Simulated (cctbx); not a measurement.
# Occupancies in Y5Ti3C

Cell a = 8.5290 Å, b = 8.5290 Å, c = 6.5680 Å, α = 90.00°, β = 90.00°, γ = 120.00°; space group P6_3/mcm (no. 193); nominal formula Y5Ti3C.

Simulated single-crystal data (cctbx): Ag Kα, λ = 0.56087 Å, to d = 0.8 Å, 80 % of the full sphere, strongest reflection 20000 counts, noise from counting, a 6 % proportional error and a noise floor of 4 counts (s.d.); no absorption.

With every site full:

```text
Rint 0.053, 178 unique reflections to 0.80 A
cycle     R1     wR2    GooF  max shift (A)
   1  0.3315  0.6509  25.031   0.01615
   3  0.1262  0.3387  13.026   0.00000
final R1 0.1262 wR2 0.3387 GooF 13.026  parameters 12  data/parameter 14.8
atom        x        y        z      Ueq    occ   su(xyz)  su(Uiso or U11)
Y1     0.77530  0.77530  0.75000   0.0291  1.000  0.00058  0.0023
Y2     0.33333  0.66667  0.00000   0.0245  1.000  0.00000  0.0024
Ti2    0.41150  0.41150  0.75000  -0.0032  1.000  0.00072  0.0023  NPD
C1     0.00000  0.00000  0.00000   0.0015  1.000  0.00000  0.0155  NPD
difference map: max 12.60 min -1.54 rms 1.28
Q1    0.0000  0.4263  0.2500    6   12.64  0.13 A from Ti2
Q2    0.3333  0.6667  0.0000    4    9.36  0.00 A from Y2
Q3    0.0000  0.2529  0.7500    6    7.76  0.24 A from Y1
Q4    0.0459  0.0918  0.0000   12    1.14  0.68 A from C1
Q5    0.0000  0.1413  0.7500    6    1.07  0.71 A from Y1
Q6    0.0000  0.0661  0.2500    6    0.80  1.71 A from Y1
```

With the occupancies of the suspect sites free, each still typed as its main element:

```text
Rint 0.053, 178 unique reflections to 0.80 A
cycle     R1     wR2    GooF  max shift (A)
   1  0.3477  0.6539  25.299   0.01499
   6  0.0113  0.0287   1.109   0.00000
final R1 0.0112 wR2 0.0286 GooF 1.107  parameters 14  data/parameter 12.7
atom        x        y        z      Ueq    occ   su(xyz)  su(Uiso or U11)
Y1     0.77355  0.77355  0.75000   0.0320  0.865  0.00005  0.0002
Y2     0.33333  0.66667  0.00000   0.0348  1.000  0.00000  0.0002
Ti2    0.41260  0.41260  0.75000   0.0177  1.264  0.00006  0.0002
C1     0.00000  0.00000  0.00000   0.0208  1.000  0.00000  0.0018
su of occupancy Y1: 0.003
su of occupancy Ti2: 0.005
difference map: max 0.33 min -0.52 rms 0.09
Q1    0.2082  0.5874  0.2500   12    0.35  1.65 A from Ti2
Q2    0.0000  0.0000  0.1358    4    0.33  0.89 A from C1
Q3    0.0000  0.4247  0.2500    6    0.31  0.10 A from Ti2
Q4    0.0662  0.1324  0.0000   12    0.29  0.98 A from C1
Q5    0.1265  0.3345  0.7500   12    0.28  1.01 A from Y1
Q6    0.0000  0.1382  0.7500    6    0.28  0.75 A from Y1
```

**Question.** What is the disorder?

X-rays count electrons. Y1 refines to 0.865(0.003), or 33.7 electrons; the site truly holds 0.7 Y and 0.3 Ti, 33.9 electrons, which is 0.869 of Y; Ti2 refines to 1.264(0.005), or 27.8 electrons; the site truly holds 0.7 Ti and 0.3 Y, 27.1 electrons, which is 1.232 of Ti. A value under 1 can't tell vacancies from a lighter guest, and one over 1 needs a heavier guest; chemistry or a second radiation must settle which. Occupancy correlates with U and the scale, and the two elements' form factors differ in shape, so the match is approximate.

Freeing them takes R1 from 0.1262 to 0.0112 and GooF from 13.03 to 1.11.

This is a model crystal, built by substitution and not relaxed, with assumed displacement parameters.

[Middle refinement cycles are left out of these outputs.]

[Logs are printed without paths, hosts, clocks, repeated set-up lines and the standing remarks that a program may print on its own settings, such as how far it seeks lower states.]
